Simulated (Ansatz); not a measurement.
# ZrCuGePb: relaxing a made-up structure

This structure for ZrCuGePb is made up. Its elements were placed in a known structure type with a cell scaled to their sizes. What cell does the guess relax to, and how far off was it?

Calculated with Ansatz 0.2.0; DFT, PBE, plane-wave PAW, files of the set soft_1, scalar-relativistic, ferromagnetic start, cell and ions relaxed at zero pressure; PAW set soft_1, in the first sound run; inputs show where later runs differ.

### 1. The structure

Symmetry: P4/nmm, No. 129, tetragonal system. Conventional cell: a = 3.977 Å, b = 3.977 Å, c = 9.796 Å, α = 90.00°, β = 90.00°, γ = 90.00°. Nearest to Pb lie 4 Cu at 2.56 Å and 4 Zr at 2.97 Å. Nearest to Zr lie 4 Pb at 2.97 Å and 4 Ge at 3.06 Å and 4 Cu at 3.25 Å. Nearest to Ge lie 4 Ge at 2.81 Å and 4 Zr at 3.06 Å. Nearest to Cu lie 4 Pb at 2.56 Å and 4 Cu at 2.81 Å and 4 Zr at 3.25 Å. Farther neighbours are not listed.

### 2. Relaxing cell and atoms

The guessed cell has no reason to be at equilibrium. It is relaxed with the atoms, within the space group of the guess.

The input, input.yaml:

```yaml
crystal:
  lattice:
    - [3.977, 0.0, 0.0]
    - [0.0, 3.977, 0.0]
    - [0.0, 0.0, 9.796]
  atoms:
    - { symbol: Pb, position: [0.5, 0.0, 0.6645] }
    - { symbol: Pb, position: [0.0, 0.5, 0.3355] }
    - { symbol: Zr, position: [0.5, 0.0, 0.237] }
    - { symbol: Zr, position: [0.0, 0.5, 0.763] }
    - { symbol: Ge, position: [0.0, 0.0, 0.0] }
    - { symbol: Ge, position: [0.5, 0.5, 0.0] }
    - { symbol: Cu, position: [0.0, 0.0, 0.5], spin: 0.6 }
    - { symbol: Cu, position: [0.5, 0.5, 0.5], spin: 0.6 }
magnetization:
  spin_polarized: true
kpoints:
  mp_grid: { grid: [7, 7, 3] }
scf:
  occupations: { method: fermi_dirac, width: 0.05 }
hamiltonian:
  xc: pbe
  pseudopotentials: { kind: paw, azcp: { folder: soft_1 } }
relax:
  f_tol: 0.015
  max_steps: 70
  cell: {}
output:
  forces: true
  stress: true
```

Launch:

```bash
> ansatz run input.yaml --threads 4 --pin off --max-ram 10240MiB --backend cpu --events-out ev --progress --plain --runs-dir out
```

Numbers of over 12 decimals in the logs are rounded to 6 here.

Log:

```text
Engine: ansatz 0.2.0, x86_64-unknown-linux-gnu
Pseudopotentials: kind: paw
Pseudopotential: Pb, paw, valence charge 14, recommended cutoff 420 eV (normal), soft_1/Pb.paw.azcp
Pseudopotential: Zr, paw, valence charge 12, recommended cutoff 420 eV (normal), soft_1/Zr.paw.azcp
Pseudopotential: Ge, paw, valence charge 14, recommended cutoff 420 eV (normal), soft_1/Ge.paw.azcp
Pseudopotential: Cu, paw, valence charge 19, recommended cutoff 420 eV (normal), soft_1/Cu.paw.azcp
Functional definition: PBE
  parameter kappa = 0.804
  parameter beta = 0.066725
  exchange = pbe_x(kappa = kappa, mu = beta*pi^2/3)
  correlation = pbe_c(beta = beta)
Crystal: 8 atoms, lattice volume = 154.939 Å³
Basis set: ecut = 420 eV, 3033 PW (Γ), exchange–correlation on 54×54×144 points (8 copies of the dense FFT grid, shifted against one another)
Bands: 72, of which v1, the nominal top of the filled ones, is band 59 counted from 1 (58 counted from 0)
Symmetry: 16 space group operations
Space group: P4/nmm (ITA 129), of the structure as read, at distance tolerance 5.4e-5 Å
Magnetic group: BNS 129.411 (UNI 1071), of the structure as read, at distance tolerance 5.4e-5 Å
k-points: 20 of 147
Non-local potential: Pb, projectors of the file, l = 0: 2, l = 1: 2, l = 2: 2, l = 3: 1
Non-local potential: Zr, projectors of the file, l = 0: 3, l = 1: 2, l = 2: 2, l = 3: 1
Non-local potential: Ge, projectors of the file, l = 0: 2, l = 1: 2, l = 2: 3, l = 3: 1
Non-local potential: Cu, projectors of the file, l = 0: 3, l = 1: 2, l = 2: 3, l = 3: 1
PAW form: soft (Blöchl's): semilocal exchange-correlation on the pseudo side does not see the compensation charge
PAW one-centre angular grid: Pb, 590 points (default); XC on 64 Gauss nodes
PAW one-centre angular grid: Zr, 590 points (default); XC on 64 Gauss nodes
PAW one-centre angular grid: Ge, 590 points (default); XC on 64 Gauss nodes
PAW one-centre angular grid: Cu, 590 points (default); XC on 64 Gauss nodes
Initial density: superposition of atomic densities (chi_scale 0.1, normalization cell, long waves kept (reshape's long-wave potential 0.50 eV rms))
Starting moments: Σ|m| = 1.2 μB on 2 of 8 sites
Initial wavefunctions: pseudopotential atomic-orbital guess
Functional: x = pbe(κ = 0.804, μ = 0.219515), c = pbe(β = 0.066725)
SCF iter   1: F=—  HF=-54047.019183 eV  |F-HF|=—  |Δ(HF+E_count)|=         —  Δρ=3.57e-1 (↑2.70e-1 ↓3.57e-1)  dr2=9.62e2  dr2_m=2.86e0  M=2.671 μB ∫|m|=2.980 μB  β_m=1.00  ethr=3.10e-3  ⟨swp⟩=6.6  Hψ=10963  notcnv=0
preconditioner: auto → Kerker (q_TF=auto, 2.607 Å⁻¹)  [metal: Δε(μ)=0.010 eV  Ē_g=13.172 eV  σ=0.050 eV  W_gap=0.05  n_scr=56 (ndim 8)  ℏωp=27.7 eV  f_vac=0.000  D(μ)=13.76/eV (n_scr^D=168)]
spin=Collinear: Kerker preconditioning applied to the charge; magnetization (m = ρ↑ − ρ↓) channel mixes plain (no charge-response kernel on spin).
SCF iter   2: F=—  HF=-54059.029651 eV  |F-HF|=—  |Δ(HF+E_count)|=    1.20e1  Δρ=2.30e-1 (↑8.29e-2 ↓2.30e-1)  dr2=7.89e1  dr2_m=8.73e0  M=0.031 μB ∫|m|=0.168 μB  β_m=0.30  ethr=3.10e-3  ⟨swp⟩=4.6  Hψ=7939  notcnv=0  defer=57
SCF iter   3: F=—  HF=-54029.809862 eV  |F-HF|=—  |Δ(HF+E_count)|=    2.92e1  Δρ=1.23e-1 (↑2.78e-2 ↓1.23e-1)  dr2=2.11e1  dr2_m=4.00e0  M=0.034 μB ∫|m|=0.155 μB  β_m=0.30  ethr=3.10e-3  ⟨swp⟩=4.0  Hψ=7854  notcnv=0  defer=138
SCF iter   4: F=—  HF=-54028.958847 eV  |F-HF|=—  |Δ(HF+E_count)|=   8.51e-1  Δρ=8.58e-2 (↑8.58e-2 ↓3.31e-2)  dr2=2.55e1  dr2_m=1.06e0  M=0.441 μB ∫|m|=0.491 μB  β_m=0.30  ethr=3.10e-3  ⟨swp⟩=4.0  Hψ=7453  notcnv=0  defer=151
SCF iter   5: F=—  HF=-54028.683284 eV  |F-HF|=—  |Δ(HF+E_count)|=   2.76e-1  Δρ=8.50e-2 (↑2.70e-2 ↓8.50e-2)  dr2=1.17e1  dr2_m=1.28e0  M=0.021 μB ∫|m|=0.090 μB  β_m=0.30  ethr=3.10e-3  ⟨swp⟩=4.0  Hψ=7449  notcnv=0  defer=114
SCF iter   6: F=—  HF=-54026.376657 eV  |F-HF|=—  |Δ(HF+E_count)|=    2.31e0  Δρ=3.51e-2 (↑7.99e-3 ↓3.51e-2)  dr2=1.14e0  dr2_m=6.12e-1  M=0.026 μB ∫|m|=0.091 μB  β_m=0.30  ethr=3.10e-3  ⟨swp⟩=2.2  Hψ=6061  notcnv=0  defer=146
SCF iter   7: F=—  HF=-54026.323643 eV  |F-HF|=—  |Δ(HF+E_count)|=   5.30e-2  Δρ=2.74e-2 (↑3.81e-3 ↓2.74e-2)  dr2=7.92e-1  dr2_m=3.20e-1  M=0.018 μB ∫|m|=0.069 μB  β_m=0.30  ethr=9.70e-4  ⟨swp⟩=2.0  Hψ=4418  notcnv=0  defer=136
SCF iter   8: F=—  HF=-54026.179191 eV  |F-HF|=—  |Δ(HF+E_count)|=   1.44e-1  Δρ=1.35e-2 (↑1.35e-2 ↓7.99e-3)  dr2=2.43e-2  dr2_m=1.61e-1  M=0.018 μB ∫|m|=0.061 μB  β_m=0.30  ethr=6.72e-4  ⟨swp⟩=2.3  Hψ=3920  notcnv=0  defer=136
Mixer restart at iter 8: flushing history
spin-set hold released at iteration 8 (site moments contracting): the magnetisation degrees of freedom join the quasi-Newton model from the next iteration; the mixer history was flushed
SCF iter   9: F=—  HF=-54026.199831 eV  |F-HF|=—  |Δ(HF+E_count)|=   2.06e-2  Δρ=1.21e-2 (↑1.21e-2 ↓3.75e-3)  dr2=6.60e-2  dr2_m=8.56e-2  M=0.013 μB ∫|m|=0.048 μB  β_m=0.65  ethr=2.06e-5  ⟨swp⟩=2.0  Hψ=4601  notcnv=0  defer=137
SCF iter  10: F=—  HF=-54026.270968 eV  |F-HF|=—  |Δ(HF+E_count)|=   7.11e-2  Δρ=9.21e-3 (↑7.04e-3 ↓9.21e-3)  dr2=2.45e-1  dr2_m=1.72e-3  M=0.000 μB ∫|m|=0.011 μB  β_m=0.48  ethr=2.06e-5  ⟨swp⟩=2.7  Hψ=5652  notcnv=0  defer=137
SCF iter  11: F=—  HF=-54026.209544 eV  |F-HF|=—  |Δ(HF+E_count)|=   6.14e-2  Δρ=5.05e-4 (↑4.88e-4 ↓5.05e-4)  dr2=1.90e-3  dr2_m=1.37e-4  M=-0.002 μB ∫|m|=0.005 μB  β_m=0.49  ethr=2.06e-5  ⟨swp⟩=2.0  Hψ=6059  notcnv=0  defer=138
SCF iter  12: F=—  HF=-54026.211406 eV  |F-HF|=—  |Δ(HF+E_count)|=   1.86e-3  Δρ=4.60e-4 (↑1.93e-4 ↓4.60e-4)  dr2=5.01e-4  dr2_m=6.60e-5  M=-0.000 μB ∫|m|=0.005 μB  β_m=0.74  ethr=1.61e-6  ⟨swp⟩=2.0  Hψ=3481  notcnv=0  defer=138
SCF iter  13: F=—  HF=-54026.212014 eV  |F-HF|=—  |Δ(HF+E_count)|=   6.08e-4  Δρ=2.17e-4 (↑5.56e-5 ↓2.17e-4)  dr2=1.03e-4  dr2_m=1.26e-5  M=0.000 μB ∫|m|=0.001 μB  β_m=0.87  ethr=4.25e-7  ⟨swp⟩=2.1  Hψ=4584  notcnv=0  defer=138
SCF iter  14: F=—  HF=-54026.211995 eV  |F-HF|=—  |Δ(HF+E_count)|=   1.90e-5  Δρ=7.65e-5 (↑7.65e-5 ↓7.35e-5)  dr2=4.06e-5  dr2_m=7.38e-9  M=-0.000 μB ∫|m|=0.000 μB  β_m=0.94  ethr=8.74e-8  ⟨swp⟩=2.0  Hψ=3338  notcnv=0  defer=138
SCF iter  15: F=—  HF=-54026.211995 eV  |F-HF|=—  |Δ(HF+E_count)|=   4.69e-7  Δρ=5.91e-5 (↑5.91e-5 ↓5.90e-5)  dr2=2.52e-5  dr2_m=3.39e-10  M=-0.000 μB ∫|m|=0.000 μB  β_m=0.86  ethr=3.44e-8  ⟨swp⟩=2.0  Hψ=3142  notcnv=0  defer=138
SCF iter  16: F=—  HF=-54026.211993 eV  |F-HF|=—  |Δ(HF+E_count)|=   1.84e-6  Δρ=2.10e-5 (↑1.53e-5 ↓2.10e-5)  dr2=2.35e-6  dr2_m=1.32e-8  M=0.000 μB ∫|m|=0.000 μB  β_m=0.70  ethr=2.13e-8  ⟨swp⟩=2.0  Hψ=3488  notcnv=0  defer=138
[...]
relax step   5: F+E_penalty+E_count = -54026.92261793 eV  Δ(F+E_penalty+E_count) = -1.223e-3 eV  max|allowed force component| = 1.974e-2 eV/Å  Δτ_max = 0.0100 Å  P = -0.003 GPa  Ω = 156.008 Å³  energy of the carried Pulay correction = -3.080e-4 eV  (5 SCF iters, dr2 threshold 4.54e-7 eV, accepted)
[...]
relax step   6: F+E_penalty+E_count = -54026.92272329 eV  Δ(F+E_penalty+E_count) = -1.054e-4 eV  max|allowed force component| = 2.330e-3 eV/Å  Δτ_max = 0.0031 Å  P = -0.008 GPa  Ω = 156.009 Å³  energy of the carried Pulay correction = -3.083e-4 eV  (6 SCF iters, dr2 threshold 2.44e-8 eV, accepted)
Basis set: ecut = 420 eV, 3055 PW (Γ), exchange–correlation on 60×60×128 points (8 copies of the dense FFT grid, shifted against one another)
Initial wavefunctions: pseudopotential atomic-orbital guess (no wavefunctions were taken with the density)
iter 1 solved again at ethr=1.26e-7 eV; its pass at ethr=3.10e-3 eV (dr2=1.49e-4 eV) is discarded
SCF iter   1: F=—  HF=-54026.919083 eV  |F-HF|=—  |Δ(HF+E_count)|=         —  Δρ=3.92e-4 (↑3.92e-4 ↓3.92e-4)  dr2=2.20e-5  dr2_m=7.24e-13  M=-0.000 μB ∫|m|=0.000 μB  β_m=0.30  ethr=1.26e-7  ⟨swp⟩=3.3  Hψ=18838  notcnv=0
preconditioner: auto → Kerker (q_TF=auto, 2.604 Å⁻¹)  [metal: Δε(μ)=0.082 eV  Ē_g=16.268 eV  σ=0.050 eV  W_gap=0.39  n_scr=54 (ndim 8)  ℏωp=29.4 eV  f_vac=0.000  D(μ)=2.58/eV (n_scr^D=16)]
spin=Collinear: Kerker preconditioning applied to the charge; magnetization (m = ρ↑ − ρ↓) channel mixes plain (no charge-response kernel on spin).
SCF iter   2: F=—  HF=-54026.921088 eV  |F-HF|=—  |Δ(HF+E_count)|=   2.00e-3  Δρ=2.76e-4 (↑2.76e-4 ↓2.76e-4)  dr2=1.09e-5  dr2_m=3.71e-13  M=-0.000 μB ∫|m|=0.000 μB  β_m=0.64  ethr=1.86e-8  ⟨swp⟩=1.9  Hψ=3060  notcnv=0
SCF iter   3: F=—  HF=-54026.923014 eV  |F-HF|=—  |Δ(HF+E_count)|=   1.93e-3  Δρ=4.39e-5 (↑4.39e-5 ↓4.39e-5)  dr2=7.28e-6  dr2_m=3.52e-14  M=-0.000 μB ∫|m|=0.000 μB  β_m=0.46  ethr=9.21e-9  ⟨swp⟩=2.0  Hψ=3700  notcnv=0
SCF iter   4: F=—  HF=-54026.923012 eV  |F-HF|=—  |Δ(HF+E_count)|=   1.86e-6  Δρ=5.31e-6 (↑5.31e-6 ↓5.31e-6)  dr2=7.29e-8  dr2_m=2.97e-14  M=-0.000 μB ∫|m|=0.000 μB  β_m=0.53  ethr=6.17e-9  ⟨swp⟩=2.0  Hψ=3440  notcnv=0
SCF iter   5: F=—  HF=-54026.923012 eV  |F-HF|=—  |Δ(HF+E_count)|=   4.73e-7  Δρ=1.15e-6 (↑1.15e-6 ↓1.15e-6)  dr2=2.28e-8  dr2_m=2.05e-15  M=-0.000 μB ∫|m|=0.000 μB  β_m=0.73  ethr=6.18e-11  ⟨swp⟩=2.0  Hψ=3446  notcnv=0
SCF iter   6: F=—  HF=-54026.923012 eV  |F-HF|=—  |Δ(HF+E_count)|=   3.14e-9  Δρ=4.79e-7 (↑4.79e-7 ↓4.78e-7)  dr2=5.34e-9  dr2_m=4.99e-16  M=0.000 μB ∫|m|=0.000 μB  β_m=0.67  ethr=1.94e-11  ⟨swp⟩=2.1  Hψ=3467  notcnv=0
SCF iter   7: F=—  HF=-54026.923031 eV  |F-HF|=—  |Δ(HF+E_count)|=   1.87e-5  Δρ=6.27e-7 (↑6.27e-7 ↓6.27e-7)  dr2=2.86e-9  dr2_m=2.47e-16  M=0.000 μB ∫|m|=0.000 μB  β_m=0.65  ethr=4.53e-12  ⟨swp⟩=3.0  Hψ=5302  notcnv=0
SCF iter   8: F=—  HF=-54026.923031 eV  |F-HF|=—  |Δ(HF+E_count)|=  8.80e-10  Δρ=3.90e-7 (↑3.90e-7 ↓3.90e-7)  dr2=1.50e-9  dr2_m=1.09e-16  M=0.000 μB ∫|m|=0.000 μB  β_m=0.83  ethr=2.42e-12  ⟨swp⟩=1.0  Hψ=2880  notcnv=0
SCF iter   9: F=-54026.923031 eV  HF=-54026.923031 eV  |F-HF|=7.28e-12  |Δ(HF+E_count)|=  4.37e-10  Δρ=1.15e-7 (↑1.15e-7 ↓1.15e-7)  dr2=7.25e-11  dr2_m=1.70e-17  M=-0.000 μB ∫|m|=0.000 μB  ethr=1.00e-12  ⟨swp⟩=3.0  Hψ=9846  notcnv=0
the starting moments were not kept: the SCF closed with an absolute magnetisation of 2.8e-9 μB, where they sum to 1.2 μB in size (2 sites). That is at most 0.1 of that sum. Measured as dr2_m measures the in/out step, that magnetisation stands 6.0e-19 eV from none, at or under the dr2_threshold of 8.0e-11 eV: it is no larger than a step whose dr2_m would equal this threshold.
SCF 7 converged in 9 iterations: F = -54026.923031 eV  dr2 = 7.25e-11
relax step   7: F+E_penalty+E_count = -54026.92303082 eV  Δ(F+E_penalty+E_count) = -3.075e-4 eV  max|allowed force component| = 2.426e-3 eV/Å  Δτ_max = 0.0000 Å  P = -0.013 GPa  Ω = 156.009 Å³  stress off target by 1.58e-2 GPa  SCF on the basis re-selected at this cell (its energy is not comparable with the rows above)  (9 SCF iters)
basis re-selected at this cell: Δ(F+E_penalty+E_count) = -3.075e-4 eV, ΔP = -0.005 GPa vs the last step (what re-selecting the basis moved, of the pressure what is left beyond the Pulay correction that the steps carried, after the strain that the cell walked since its last selection, with what the two solves' SCF thresholds leave and, on support functions, any second-order correction that the steps lacked; it is no measure of the basis error at this ecutwfc). The dense FFT grid was sized anew with the basis: this SCF ran on 30×30×64 points, the steps before it on 27×27×72, so part of this shift can come from that change (see relax.cell in the input reference). [rest of the remark cut]
SCF converged after 9 iterations
Magnetization: -0.0000 μB (59.0000 up, 59.0000 down)
Absolute magnetization: 0.0000 μB (∫|ρ↑−ρ↓|, with the PAW one-centre terms)
Spin contamination: 0.0000 ħ² per cell (⟨S²⟩ above its minimum at these occupations)
Per-site moments (μB) at R_I (Å): [(5.127511246707209e-11, 1.116745), (5.1275105013775615e-11, 1.116745), (-6.897377248914046e-11, 1.209856), (-6.89736936057921e-11, 1.209856), (-2.0442842917827516e-10, 1.188807), (-2.0442807416991063e-10, 1.188807), (1.94385422813501e-10, 1.116745), (1.9438579568097323e-10, 1.116745)]
Free energy (F): -54026.923031 eV
Harris-Foulkes:  -54026.923031 eV  (|F-HF|=7.28e-12)
Internal energy: -54026.900343 eV  (E = F + TS)
E sigma→0 (E₀):  -54026.911687 eV
Entropy (-TS):   -0.022687 eV (-2.836 meV/atom)
Fermi energy:    13.639900 eV
--- Per-component energies (eV) ---
  E_band       = -1182.389902
  E_kinetic    = 1932.796462
  E_local      = -18877.631948  (includes V_loc(G=0)·N_el)
  E_nonlocal   = 2981.966733
  E_hartree    = 8271.876815
  E_xc         = -1000.043855
  E_vxc        = -948.219776  (∫ρ·V_xc dr)
  E_paw        = -34383.827762  (= ΣΔE_a)
  E_vpaw       = -2815.055731  (= ΣTr[D̂ρ^β])
  E_aug_tail   = 0.001683  (compensation charges beyond the density's cutoff)
  E_ewald      = -12952.038471
  E_smearing   = -0.022687  (= −TS)
  E_closure    = -0.000000  (closes the sum)
  Σ components = -54026.923031   (vs F -54026.923031, Δ=0.00e0)
--- Forces (eV/Å), atoms counted from 1 ---
  atom   1  Pb    -0.00000000     0.00000000    -0.00242606
  atom   2  Pb    -0.00000000     0.00000000     0.00242606
  atom   3  Zr    -0.00000000     0.00000000    -0.00166796
  atom   4  Zr    -0.00000000     0.00000000     0.00166796
  atom   5  Ge     0.00000000     0.00000000    -0.00000000
  atom   6  Ge     0.00000000     0.00000000     0.00000000
  atom   7  Cu     0.00000000     0.00000000     0.00000000
  atom   8  Cu     0.00000000     0.00000000     0.00000000
  max |Σ_I F_I| component: 5.55e-17 eV/Å
--- Stress (GPa, compression-positive) ---
       -0.015799       0.000000       0.000000
        0.000000      -0.015799       0.000000
        0.000000       0.000000      -0.006844
  P = ⅓ Tr σ = -0.0128 GPa (-0.128 kbar)
--- Relaxed structure (6 steps of the walk, 6 accepted, 1 SCFs on fresh bases) ---
  F+E_penalty+E_count = -54026.92303082 eV   max|allowed force component| = 2.426e-3 eV/Å   (the final SCF, on the basis selected at the relaxed cell)
  cell:  # Å, volume = 156.0092 Å³
    - [4.075702, 0, 0.0]
    - [0, 4.075702, 0.0]
    - [0.0, 0.0, 9.391725]
  atoms:
    - { symbol: Pb, position: [0.5, 0.0, 0.689768] }
    - { symbol: Pb, position: [0, 0.5, 0.310232] }
    - { symbol: Zr, position: [0.5, 0, 0.224602] }
    - { symbol: Zr, position: [0, 0.5, 0.775398] }
    - { symbol: Ge, position: [0, 0, 0] }
    - { symbol: Ge, position: [0.5, 0.5, 0] }
    - { symbol: Cu, position: [0, 0, 0.5] }
    - { symbol: Cu, position: [0.5, 0.5, 0.5] }
```

Run time: 38 s. Hardware: 4 threads of INTEL XEON PLATINUM 8581C at 2.10GHz (Emerald Rapids), shared host; peak memory 0.87 GiB.

Step by step:

```tsv
step	energy less that of the first step (eV)	largest force component (eV/Å)	pressure (GPa)	volume (Å³)
1	0.0000	1.8113	3.33	154.94
2	-0.6435	0.5244	1.65	154.48
3	-0.6958	0.1102	1.75	153.32
4	-0.7094	0.0853	-0.04	156.11
5	-0.7106	0.0197	0.00	156.01
6	-0.7107	0.0023	-0.01	156.01
7*	-0.7110	0.0024	-0.01	156.01
```

Relaxation steps marked * repeat the geometry before them on a plane-wave basis chosen anew for their cell, so energy and pressure can jump there.

The run keeps the 16 symmetry operations that it works with, so distortions that break them were not tested.

```tsv
conventional cell, symmetrised	before	after	change
a (Å)	3.977	4.076	+2.5 %
b (Å)	3.977	4.076	+2.5 %
c (Å)	9.796	9.392	-4.1 %
volume (Å³/atom)	19.37	19.50	+0.7 %
```

The atoms that moved most (Å, as changes of fractional coordinates times the final cell):

```tsv
atom	dx	dy	dz	length
Pb2	0.000	0.000	-0.237	0.237
Pb1	0.000	0.000	0.237	0.237
Zr3	0.000	0.000	-0.116	0.116
Zr4	0.000	0.000	0.116	0.116
```

Numbers from this step:

```yaml
free_energy: -54026.9230 eV
energy_at_zero_smearing: -54026.9117 eV
smearing_term_ts: 0.02269 eV
fermi_energy: 13.64 eV
electrons: 118
symmetry_operations: 16
pressure: -0.01281 GPa
```

The shortest distance of each pair, which need not be the same contact before and after:

```tsv
pair	guess (Å)	relaxed (Å)
Cu–Pb	2.559	2.707
Ge–Ge	2.812	2.882
Cu–Cu	2.812	2.882
Ge–Zr	3.057	2.933
Pb–Zr	2.973	2.992
```

The relaxation ends with a largest force component of 0.0024 eV/Å and a pressure of -0.01 GPa. No moment survives the cycle: this start ends non-magnetic.

(Part 1 of 2 ends here.)

[Logs are printed without paths, hosts, clocks, repeated set-up lines and the standing remarks that a program may print on its own settings, such as how far it seeks lower states.]

[Hosts, paths, dates, database ids (printed as entryN), source tags and the programs' standing remarks are cut or masked in the printed files.]
